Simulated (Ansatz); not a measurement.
# LaScSe3 (model cell, started as cubic perovskite with Sc in the octahedra): following an unstable mode, part 2 of 2

Aim: this structure of LaScSe3 (model cell, started as cubic perovskite with Sc in the octahedra) is to be tested for unstable modes, and one is followed downhill.

Ansatz 0.2.0; DFT PBE, scalar-relativistic, plane waves, PAW; PAW set soft_1.

So far, highest frequency on the path or at a solved wavevector (cm⁻¹): step 2 (response at finite wavevector) 333. Also lowest frequency on the path (cm⁻¹): step 2 -113.

The structure was built from a prototype and need not be the compound's stable phase.

## 5. Energy along the mode, all amplitudes (two of the runs are shown above)

An imaginary frequency means negative curvature, so the energy should fall and then rise again as anharmonic terms take over.

This step gave:

| Quantity | Value |
| --- | --- |
| depth at the lowest point sampled | 148.5 meV/atom |
| largest atomic shift at that point | 0.6 Å |

Energy from the parent against largest atomic shift:

```
largest atomic shift (Å)  energy from the parent (meV/atom)
                   0.000                                  0
                   0.040                              -1.06
                   0.080                              -4.21
                   0.140                              -12.6
                   0.220                              -29.6
                   0.320                              -58.0
                   0.450                               -101
                   0.600                               -149
```

Displacement at unit largest shift by atom:

```
atom  x (Å)  y (Å)  z (Å)  size
 La1   0.00   0.00   0.00  0.00
 La2   0.00   0.00   0.00  0.00
 Sc3   0.00   0.00   0.00  0.00
 Sc4   0.00   0.00   0.00  0.00
 Se5   0.00  -1.00   0.00  1.00
 Se6   0.00   1.00   0.00  1.00
 Se7   0.00   0.00   1.00  1.00
 Se8   0.00   0.00  -1.00  1.00
 Se9   0.00   0.00   0.00  0.00
Se10   0.00   0.00   0.00  0.00
```

The lowest of the steps tried is the last one, at 0.6 Å, 149 meV/atom below the parent; the bottom of the well need not coincide with a step.

## 6. Relaxation from the frozen mode

Starting from the lowest point found, all atoms and the cell are let go, so that strain and other modes of the same symmetry can join in.

The input, input.yaml:

```yaml
crystal:
  lattice:
    - [-5.1171789167, 0.0, 0.0]
    - [0.0, -5.1171789167, -5.1171789167]
    - [0.0, -5.1171789167, 5.1171789167]
  atoms:
    - { symbol: La, position: [0.0, 0.5, 0.5] }
    - { symbol: La, position: [0.0, 1.0, 0.0] }
    - { symbol: Sc, position: [0.5, 0.0, 0.5] }
    - { symbol: Sc, position: [0.5, 0.5, 0.0] }
    - { symbol: Se, position: [0.5, 0.8086260525, 0.8086260525] }
    - { symbol: Se, position: [0.5, 0.1913739475, 0.1913739475] }
    - { symbol: Se, position: [0.5, 0.6913739475, 0.3086260525] }
    - { symbol: Se, position: [0.5, 0.3086260525, 0.6913739475] }
    - { symbol: Se, position: [0.0, 0.0, 0.5] }
    - { symbol: Se, position: [0.0, 0.5, 0.0] }
kpoints:
  mp_grid: { grid: [6, 4, 4] }
hamiltonian:
  xc: pbe
  pseudopotentials: { kind: paw, azcp: { folder: soft_1 } }
scf:
  occupations: { method: fixed }
output:
  forces: true
  stress: true
  eigenvalues: true
  write_density: true
  write_potential: true
  elf: true
  volumetric_format: npy
relax:
  adjacent_minimum: "off"
  f_tol: 0.002
  max_steps: 120
  cell: { stress_tol: 0.03 }
```

On the command line:

```bash
$ ansatz run input.yaml --threads 4 --pin off --max-ram 16384MiB --backend cpu --events-out ev --progress --plain --runs-dir out
```

Numbers of over 12 decimals in the logs are rounded to 6 here.

Log:

```text
[...]
Crystal: 10 atoms, lattice volume = 267.992 Å³
Basis set: ecut = 420 eV, 5225 PW (Γ), exchange–correlation on 72×100×100 points (8 copies of the dense FFT grid, shifted against one another)
Bands: 84, of which v1, the nominal top of the filled ones, is band 70 counted from 1 (69 counted from 0)
Symmetry: 16 space group operations
[...]
k-points: 24 of 96
[...]
SCF iter   1: F=—  HF=-49607.589111 eV  |F-HF|=—  |Δ(HF+E_count)|=         —  Δρ=9.42e-2  dr2=4.21e1  ethr=3.10e-3  ⟨swp⟩=3.1  Hψ=5977  notcnv=0  defer=70
[...]
SCF iter  13: F=-49603.505058 eV  HF=-49603.505058 eV  |F-HF|=6.64e-9  |Δ(HF+E_count)|=   8.18e-9  Δρ=1.61e-6  dr2=1.38e-8  ethr=7.14e-11  ⟨swp⟩=15.8  Hψ=16360  notcnv=0
SCF 1 converged in 13 iterations: F = -49603.505058 eV  dr2 = 1.38e-8
[...]
relax step   1: F+E_penalty+E_count = -49603.50505766 eV  Δ(F+E_penalty+E_count) = +0.000e0 eV  max|allowed force component| = 7.028e-1 eV/Å  Δτ_max = 0.0000 Å  P = -0.470 GPa  Ω = 267.992 Å³  (13 SCF iters, dr2 threshold 1.00e-7 eV, accepted)
Crystal: 10 atoms, lattice volume = 264.662 Å³
Basis set: ecut = 420 eV, 5157 PW (Γ), exchange–correlation on 72×100×100 points (8 copies of the dense FFT grid, shifted against one another)
[...]
iter 1 solved again at ethr=2.09e-4 eV; its pass at ethr=3.10e-3 eV (dr2=2.93e-1 eV) is discarded
[...]
SCF iter   8: F=-49603.925268 eV  HF=-49603.925268 eV  |F-HF|=1.44e-7  |Δ(HF+E_count)|=   3.75e-7  Δρ=9.78e-6  dr2=4.22e-7  ethr=7.14e-10  ⟨swp⟩=20.4  Hψ=22692  notcnv=0
SCF 2 converged in 8 iterations: F = -49603.925268 eV  dr2 = 4.22e-7
[...]
relax step   2: F+E_penalty+E_count = -49603.92526799 eV  Δ(F+E_penalty+E_count) = -4.202e-1 eV  max|allowed force component| = 2.042e-1 eV/Å  Δτ_max = 0.1953 Å  P = +0.037 GPa  Ω = 264.662 Å³  energy of the carried Pulay correction = +1.257e-4 eV  (8 SCF iters, dr2 threshold 1.00e-6 eV, accepted)
Crystal: 10 atoms, lattice volume = 264.126 Å³
Basis set: ecut = 420 eV, 5149 PW (Γ), exchange–correlation on 72×100×100 points (8 copies of the dense FFT grid, shifted against one another)
[...]
SCF iter   7: F=-49603.958424 eV  HF=-49603.958424 eV  |F-HF|=1.55e-7  |Δ(HF+E_count)|=   2.47e-6  Δρ=9.67e-6  dr2=3.92e-7  ethr=7.14e-10  ⟨swp⟩=22.1  Hψ=23312  notcnv=0
SCF 3 converged in 7 iterations: F = -49603.958424 eV  dr2 = 3.92e-7
relax step   3: F+E_penalty+E_count = -49603.95842393 eV  Δ(F+E_penalty+E_count) = -3.316e-2 eV  max|allowed force component| = 1.727e-1 eV/Å  Δτ_max = 0.0941 Å  P = -0.063 GPa  Ω = 264.126 Å³  energy of the carried Pulay correction = +1.461e-4 eV  (7 SCF iters, dr2 threshold 1.00e-6 eV, accepted)
[...]
relax step   4: F+E_penalty+E_count = -49603.96986422 eV  Δ(F+E_penalty+E_count) = -1.144e-2 eV  max|allowed force component| = 1.024e-2 eV/Å  Δτ_max = 0.0310 Å  P = +0.053 GPa  Ω = 263.405 Å³  energy of the carried Pulay correction = +1.735e-4 eV  (6 SCF iters, dr2 threshold 1.00e-6 eV, accepted)
[...]
relax step   5: F+E_penalty+E_count = -49603.97002938 eV  Δ(F+E_penalty+E_count) = -1.652e-4 eV  max|allowed force component| = 1.230e-4 eV/Å  Δτ_max = 0.0011 Å  P = +0.016 GPa  Ω = 263.465 Å³  energy of the carried Pulay correction = +1.712e-4 eV  (5 SCF iters, dr2 threshold 6.53e-8 eV, accepted)
Basis set: ecut = 420 eV, 5149 PW (Γ), exchange–correlation on 72×96×96 points (8 copies of the dense FFT grid, shifted against one another)
[...]
SCF iter   8: F=-49603.969817 eV  HF=-49603.969817 eV  |F-HF|=2.91e-11  |Δ(HF+E_count)|=  4.37e-11  Δρ=3.70e-8  dr2=4.56e-12  ethr=1.00e-12  ⟨swp⟩=13.8  Hψ=12557  notcnv=0
SCF 6 converged in 8 iterations: F = -49603.969817 eV  dr2 = 4.56e-12
relax step   6: F+E_penalty+E_count = -49603.96981733 eV  Δ(F+E_penalty+E_count) = +2.120e-4 eV  max|allowed force component| = 1.630e-4 eV/Å  Δτ_max = 0.0000 Å  P = +0.017 GPa  Ω = 263.465 Å³  stress off target by 2.47e-2 GPa  SCF on the basis re-selected at this cell (its energy is not comparable with the rows above)  (8 SCF iters)
basis re-selected at this cell: Δ(F+E_penalty+E_count) = +2.120e-4 eV, ΔP = +0.001 GPa vs the last step (what re-selecting the basis moved, of the pressure what is left beyond the Pulay correction that the steps carried, after the strain that the cell walked since its last selection, with what the two solves' SCF thresholds leave and, on support functions, any second-order correction that the steps lacked; it is no measure of the basis error at this ecutwfc). The dense FFT grid was sized anew with the basis: this SCF ran on 36×48×48 points, the steps before it on 36×50×50, so part of this shift can come from that change (see relax.cell in the input reference). [rest of the remark cut]
SCF converged after 8 iterations
Free energy (F): -49603.969817 eV
[...]
Internal energy: -49603.969817 eV  (E = F + TS)
E sigma→0 (E₀):  -49603.969817 eV
Fermi energy:    9.233746 eV
[...]
--- Forces (eV/Å), atoms counted from 1 ---
  atom   1  La     0.00000000    -0.00000000     0.00000000
  atom   2  La     0.00000000     0.00000000    -0.00000000
  atom   3  Sc    -0.00000000    -0.00000000    -0.00000000
  atom   4  Sc    -0.00000000     0.00000000     0.00000000
  atom   5  Se    -0.00000000    -0.00016300    -0.00000000
  atom   6  Se     0.00000000     0.00016300     0.00000000
  atom   7  Se     0.00000000     0.00000000     0.00016300
  atom   8  Se    -0.00000000    -0.00000000    -0.00016300
  atom   9  Se     0.00000000     0.00000000     0.00000000
  atom  10  Se    -0.00000000     0.00000000     0.00000000
  max |Σ_I F_I| component: 1.08e-19 eV/Å
--- Stress (GPa, compression-positive) ---
        0.024654      -0.000000       0.000000
       -0.000000       0.012842       0.000000
        0.000000       0.000000       0.012842
  P = ⅓ Tr σ = 0.0168 GPa (0.168 kbar)
--- Band table (eV; the first three rows and the last of 24) ---
  k-point 0: bands = [... 66 lower, 7.9045, 8.5804, 9.2337, 9.2337, 9.7971, 9.7971, 10.0583, 10.5006, ... 10 higher]
  k-point 1: bands = [... 66 lower, 8.0404, 8.3232, 8.4401, 8.9227, 10.0494, 10.0888, 10.3198, 10.5585, ... 10 higher]
  k-point 2: bands = [... 66 lower, 7.7910, 7.7910, 8.5661, 8.5661, 10.4598, 10.4598, 10.4925, 10.4925, ... 10 higher]
  k-point 23: bands = [... 66 lower, 7.7233, 7.7233, 7.8582, 7.8582, 10.5176, 10.5176, 10.5991, 10.5991, ... 10 higher]
--- Relaxed structure (5 steps of the walk, 5 accepted, 1 SCFs on fresh bases) ---
  F+E_penalty+E_count = -49603.96981733 eV   max|allowed force component| = 1.630e-4 eV/Å   (the final SCF, on the basis selected at the relaxed cell)
  cell:  # Å, volume = 263.4654 Å³
    - [-5.245183, 0, 0]
    - [0, -5.011486, -5.011486]
    - [0, -5.011486, 5.011486]
  atoms:
    - { symbol: La, position: [0, 0.5, 0.5] }
    - { symbol: La, position: [0, 1.0, 0.0] }
    - { symbol: Sc, position: [0.5, 0.0, 0.5] }
    - { symbol: Sc, position: [0.5, 0.5, 0.0] }
    - { symbol: Se, position: [0.5, 0.833770, 0.833770] }
    - { symbol: Se, position: [0.5, 0.166230, 0.166230] }
    - { symbol: Se, position: [0.5, 0.666230, 0.333770] }
    - { symbol: Se, position: [0.5, 0.333770, 0.666230] }
    - { symbol: Se, position: [0, 0.0, 0.5] }
    - { symbol: Se, position: [0, 0.5, 0.0] }
```

Run time: 77 s. Hardware: 4 threads of Arm Neoverse V1, shared host; peak memory 1.1 GiB.

Step by step:

```
step  energy less that of the first step (eV)  largest force component (eV/Å)  pressure (GPa)  volume (Å³)
   1                                   0.0000                          0.7028           -0.47       267.99
   2                                  -0.4202                          0.2042            0.04       264.66
   3                                  -0.4534                          0.1727           -0.06       264.13
   4                                  -0.4648                          0.0102            0.05       263.41
   5                                  -0.4650                          0.0001            0.02       263.47
  6*                                  -0.4648                          0.0002            0.02       263.47
```

Relaxation steps marked * repeat the geometry before them on a plane-wave basis chosen anew for their cell, so energy and pressure can jump there.

Forces are held to the 16 operations that the run works with; a distortion that breaks them can't arise in this run.

```
     cell as run  before  after  change
           a (Å)   5.117  5.245  +2.5 %
           b (Å)   7.237  7.087  -2.1 %
           c (Å)   7.237  7.087  -2.1 %
volume (Å³/atom)   26.80  26.35  -1.7 %
```

The atoms that moved most (Å, as changes of fractional coordinates times the final cell):

```
atom     dx      dy      dz  length
 Se7  0.000   0.000   0.252   0.252
 Se8  0.000   0.000  -0.252   0.252
 Se6  0.000   0.252   0.000   0.252
 Se5  0.000  -0.252   0.000   0.252
```

The relaxed structure:

```cif
data_structure
_symmetry_space_group_name_H-M 'P 1'
_symmetry_Int_Tables_number 1
_cell_length_a 5.2452
_cell_length_b 7.0873
_cell_length_c 7.0873
_cell_angle_alpha 90.000
_cell_angle_beta 90.000
_cell_angle_gamma 90.000
_cell_volume 263.47
loop_
_atom_site_label
_atom_site_type_symbol
_atom_site_fract_x
_atom_site_fract_y
_atom_site_fract_z
_atom_site_occupancy
La1 La 0.00000 0.50000 0.50000 1
La2 La 0.00000 0.00000 0.00000 1
Sc3 Sc 0.50000 0.00000 0.50000 1
Sc4 Sc 0.50000 0.50000 0.00000 1
Se5 Se 0.50000 0.83377 0.83377 1
Se6 Se 0.50000 0.16623 0.16623 1
Se7 Se 0.50000 0.66623 0.33377 1
Se8 Se 0.50000 0.33377 0.66623 1
Se9 Se 0.00000 0.00000 0.50000 1
Se10 Se 0.00000 0.50000 0.00000 1
```

This step gave:

* pressure: 0.01678 GPa
* gap on the k-mesh: 0.5634 eV
* volume per atom: 26.35 Å³

Valence density in the ac plane at fractional y = 0.000, with atoms of La and Sc and Se within 0.2 Å of it. It is the smooth field of the valence electrons, not physical close to the nuclei.

Ten steps, logarithmic in the rise over the least value, from '0' (0 e/Å³) to '9' (44 e/Å³), each cell a mean:
```
33210000000133
32100000000123
11000000000001
00000000000000
00000000000000
00000000000000
11000011100011
53100245310124
96211466521138
85211356420137
32100133200012
11000000000001
00000000000000
00000000000000
00000000000000
22100000000012
33200000000123
33210000000133
```
Columns run along a (5.2 Å), rows up along c (7.1 Å). Atoms in or near the plane, at fractional coordinates: La at (0.00, 0.00), Sc at (0.50, 0.50), Se at (0.00, 0.50).

ELF in the ac plane at fractional y = 0.000, with atoms of La and Sc and Se within 0.2 Å of it. It is the smooth field of the valence electrons, not physical close to the nuclei.

Ten even steps from '_' (0.05) to '@' (0.84), each cell a mean:
```
::##@@--__::::::::....##@@==
@@@@##::::++******==..==@@@@
%%**::__==##%%%%##**::__==##
..____..==##%%%%##**::______
--::..__::==****++--..__..::
%%##++..____......____--**%%
@@@@%%==____::--..__..##@@@@
++%%@@**..==####**::--%%@@##
__++@@##::##--..**++--@@%%::
::**@@**::**++==##==--@@%%==
%%@@@@++__::**##==__::%%@@%%
@@%%##--______..____..++%%@@
**++::....::------::__..==**
________--**######++::______
==::____==##%%%%%%**::__..--
@@@@==..--**######++..::##@@
**@@%%--..--======::..**@@##
__**@@==__........__..##%%::
```
Columns run along a (5.2 Å), rows up along c (7.1 Å). Atoms in or near the plane, at fractional coordinates: La at (0.00, 0.00), Sc at (0.50, 0.50), Se at (0.00, 0.50).

Electrostatic potential energy in the ac plane at fractional y = 0.000, with atoms of La and Sc and Se within 0.2 Å of it. With pseudopotentials it is smooth inside the atoms' cores, unlike the true potential.

Values in eV, 18 rows by 14 columns, each cell a mean:
```
-16 -31 -20   0   9  11  12  12  12  10   6  -8 -30 -24
-31 -25  -7   5  10  11  11  10  11  11   8   0 -16 -29
 -8  -3   4   8  11  11   9   9  10  11  10   6   1  -6
  6   7   9  11  12  11  10   9  10  11  11  10   8   6
 10  11  11  12  12  11  10  10  11  12  12  12  11  10
  9  10  12  12  11   9   7   7   8  10  11  12  11  10
 -5   1   8  10   8   2  -5  -8  -2   5   9  10   5  -3
  2  -7  -1   7   3 -13 -29 -32 -23  -4   6   5  -7  -3
 12   3  -6   5  -1 -23 -34 -34 -32 -11   4   1  -7  11
 11  -2  -5   6   1 -20 -33 -34 -30  -8   5   3  -8   6
 -8  -7   4   9   6  -5 -18 -22 -12   1   8   8  -1  -8
  4   7  11  11  10   6   3   2   5   8  11  11   9   6
 10  11  12  12  12  10   9   9  10  11  12  12  11  11
  9   9  11  12  12  11  10  10  11  12  12  11  10   9
  1   3   7  10  11  11   9   9  10  11  11   9   5   2
-21 -13  -1   7  10  11  10  10  10  11   9   4  -6 -18
-29 -31 -14   2   9  11  11  11  11  11   7  -4 -25 -31
 -3 -27 -23  -1   8  12  12  12  12  10   5 -10 -31 -15
```
Columns run along a (5.2 Å; values clipped at the 3rd and 97th percentile), rows up along c (7.1 Å). Atoms in or near the plane, at fractional coordinates: La at (0.00, 0.00), Sc at (0.50, 0.50), Se at (0.00, 0.50).

The distorted start has space group P4/mbm; the relaxation ends in P4/mbm.

## 7. The new phase in its own primitive cell

The relaxed structure is symmetrised, reduced to its primitive cell and relaxed tightly, as its phonons need.

The input, input.yaml:

```yaml
crystal:
  lattice:
    - [7.0873115576, 0.0, 0.0]
    - [0.0, 7.0873115576, 0.0]
    - [0.0, 0.0, 5.2451826179]
  atoms:
    - { symbol: La, position: [0.5, 0.0, 0.0] }
    - { symbol: La, position: [0.0, 0.5, 0.0] }
    - { symbol: Sc, position: [0.0, 0.0, 0.5] }
    - { symbol: Sc, position: [0.5, 0.5, 0.5] }
    - { symbol: Se, position: [0.8337700974, 0.3337700974, 0.5] }
    - { symbol: Se, position: [0.1662299026, 0.6662299026, 0.5] }
    - { symbol: Se, position: [0.6662299026, 0.8337700974, 0.5] }
    - { symbol: Se, position: [0.3337700974, 0.1662299026, 0.5] }
    - { symbol: Se, position: [0.0, 0.0, 0.0] }
    - { symbol: Se, position: [0.5, 0.5, 0.0] }
kpoints:
  mp_grid: { grid: [6, 6, 8] }
hamiltonian:
  xc: pbe
  pseudopotentials: { kind: paw, azcp: { folder: soft_1 } }
scf:
  occupations: { method: fixed }
output:
  forces: true
  stress: true
  eigenvalues: true
relax:
  adjacent_minimum: "off"
  f_tol: 0.001
  max_steps: 60
  cell: { stress_tol: 0.01 }
```

Log:

```text
[...]
Crystal: 10 atoms, lattice volume = 263.465 Å³
Basis set: ecut = 420 eV, 5149 PW (Γ), exchange–correlation on 96×96×72 points (8 copies of the dense FFT grid, shifted against one another)
Bands: 84, of which v1, the nominal top of the filled ones, is band 70 counted from 1 (69 counted from 0)
Symmetry: 16 space group operations
[...]
k-points: 50 of 288
[...]
atoms:
    - { symbol: La, position: [0.5, 0, 0.0] }
    - { symbol: La, position: [0, 0.5, 0.0] }
    - { symbol: Sc, position: [0, 0, 0.5] }
    - { symbol: Sc, position: [0.5, 0.5, 0.5] }
    - { symbol: Se, position: [0.833787, 0.333787, 0.5] }
    - { symbol: Se, position: [0.166213, 0.666213, 0.5] }
    - { symbol: Se, position: [0.666213, 0.833787, 0.5] }
    - { symbol: Se, position: [0.333787, 0.166213, 0.5] }
    - { symbol: Se, position: [0, 0, 0.0] }
    - { symbol: Se, position: [0.5, 0.5, 0.0] }
[key lines of the parts left out:]
SCF converged after 5 iterations
Free energy (F): -49603.971693 eV
Fermi energy:    9.232276 eV
P = ⅓ Tr σ = -0.0009 GPa (-0.009 kbar)
```

Wall time 94 s (4 threads); peak memory 1.3 GiB; 6.2 min of CPU time.

Little changed from the start: no atom moved by 0.005 Å and no cell edge by 0.1 %.

Numbers from this step:

```yaml
pressure: -8.68e-4 GPa
gap_on_the_k_mesh: 0.5636 eV
direct_gap_on_mesh: 0.5636 eV
```

The largest force component left is 0.13 meV/Å and the pressure is -0.001 GPa, within the tolerances set. The cell now holds 26.35 Å³/atom.

## 8. The phases reached

The phases reached along the modes that were followed are set side by side.

Energies are those of the first relaxation, on the mesh of the frozen mode; space group, volume and gap are those of the last relaxation. Phases, by row:

```
                   mode frozen in  space group  energy from parent (meV/atom)  volume (Å³/atom)  gap on mesh (eV)  lowest zone-centre optical mode (cm⁻¹)  largest shift (Å)
                           parent        Pm-3m                              0              26.8             0.782                                       –                  –
q = (-0.5, -0.5, -0.5), 113i cm⁻¹       I4/mcm                         -214.6             26.31             1.095                                       –              0.845
q = (-0.5, -0.5, -0.5), 113i cm⁻¹         R-3c                         -249.5             26.58             0.807                                       –              0.753
q = (-0.5, -0.5, -0.5), 113i cm⁻¹         Imma                         -269.4             26.98             0.994                                       –              0.897
   q = (0, -0.5, -0.5), 107i cm⁻¹       P4/mbm                           -195             26.35             0.564                                       –               0.84
```

## 9. Summary of results

| Quantity | Value |
| --- | --- |
| unstable mode of the parent | q = (0, -0.5, -0.5), 107i cm⁻¹ |
| depth at the lowest point sampled | 149 meV/atom |
| largest atomic shift at that point | 0.6 Å |
| space group reached (within 0.01 Å) | P4/mbm |
| energy gained over the parent (first relaxation, on the mesh of the frozen mode) | 195 meV/atom |
| volume per atom, phase reached | 26.4 Å³ |
| gap on the k-mesh, phase reached | 0.564 eV |

In words: Along this mode the structure falls into P4/mbm, 195 meV/atom below the parent. At the parent's cell the well is 148.5 meV/atom deep on the steps tried, with its lowest point at a shift of 0.6 Å. That is the last step tried, so the steps alone don't bracket the bottom of the well. Relaxing atoms and cell changes the gain by +46.48 meV/atom against the lowest step (energies at zero smearing). The modes of the phase reached were not computed on this path. Of the 4 patterns followed to their end from this parent, this one ends 74.4 meV/atom above the lowest, Imma. Each path keeps the symmetry of its pattern, so a lower phase may lie along a pattern not tried. Spin-orbit coupling is left out, which can matter for the heavy elements here. The starting cell was built on a prototype and not taken from a measurement, so the phase need not exist.

[Logs are printed without paths, hosts, clocks, repeated set-up lines and the standing remarks that a program may print on its own settings, such as how far it seeks lower states.]

[Hosts, paths, dates, database ids (printed as entryN), source tags and the programs' standing remarks are cut or masked in the printed files.]
